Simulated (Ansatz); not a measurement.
Planning a run of Ansatz 0.2.0 on ZnSnN2 (Pna2_1). The input:

```yaml
crystal:
  lattice:
    - [5.8835444655, 0.0, 0.0]
    - [0.0, 6.771141471, 0.0]
    - [0.0, 0.0, 5.5079862266]
  atoms:
    - { symbol: Zn, position: [0.5830040853, 0.8749687273, 0.9988359528] }
    - { symbol: Zn, position: [0.4169959147, 0.1250312727, 0.4988359528] }
    - { symbol: Zn, position: [0.9169959147, 0.3749687273, 0.4988359528] }
    - { symbol: Zn, position: [0.0830040853, 0.6250312727, 0.9988359528] }
    - { symbol: Sn, position: [0.5882834339, 0.3750662699, 0.9992781877] }
    - { symbol: Sn, position: [0.4117165661, 0.6249337301, 0.4992781877] }
    - { symbol: Sn, position: [0.9117165661, 0.8750662699, 0.4992781877] }
    - { symbol: Sn, position: [0.0882834339, 0.1249337301, 0.9992781877] }
    - { symbol: "N", position: [0.5831023642, 0.3734517169, 0.379240828] }
    - { symbol: "N", position: [0.4168976358, 0.6265482831, 0.879240828] }
    - { symbol: "N", position: [0.9168976358, 0.8734517169, 0.879240828] }
    - { symbol: "N", position: [0.0831023642, 0.1265482831, 0.379240828] }
    - { symbol: "N", position: [0.5791895146, 0.8766456735, 0.3726460416] }
    - { symbol: "N", position: [0.4208104854, 0.1233543265, 0.8726460416] }
    - { symbol: "N", position: [0.9208104854, 0.3766456735, 0.8726460416] }
    - { symbol: "N", position: [0.0791895146, 0.6233543265, 0.3726460416] }
kpoints:
  mp_grid: { grid: [4, 4, 4] }
hamiltonian:
  xc: pbe
  pseudopotentials: { kind: paw, azcp: { folder: soft_1 } }
scf:
  occupations: { method: fermi_dirac, width: 0.02 }
relax:
  f_tol: 0.01
```

```sh
ansatz run input.yaml --threads 2 --pin off --max-ram 92160MiB --backend cuda --events-out ev --progress --plain --runs-dir out --devices 1 --max-vram 13GiB
```

**Question.** Estimate wall time and host memory on 1 × NVIDIA H100 80GB HBM3 (shared by 6 runs) with 2 threads of AMD EPYC 7R13 (Zen 3), shared host.

It took 19 s; on shared hardware allow 9.5 s to 38 s. Peak host memory was 1.0 GiB. The sizes that set the cost: 4319 plane waves a state, 27 irreducible k points and 19 SCF cycles.

[Paths, hosts, dates, memory and timing lines, banners, echoed tables and standing remarks are left out of the program output.]

[Logs are printed without paths, hosts, clocks, repeated set-up lines and the standing remarks that a program may print on its own settings, such as how far it seeks lower states.]

[Runs of the session that timed out or met a known fault of the program may be left out.]

[Cells called generated may have been cut or substituted from an entry of the Crystallography Open Database or the Materials Project.]

[Hosts, paths, dates, database ids (printed as entryN), source tags and the programs' standing remarks are cut or masked in the printed files.]
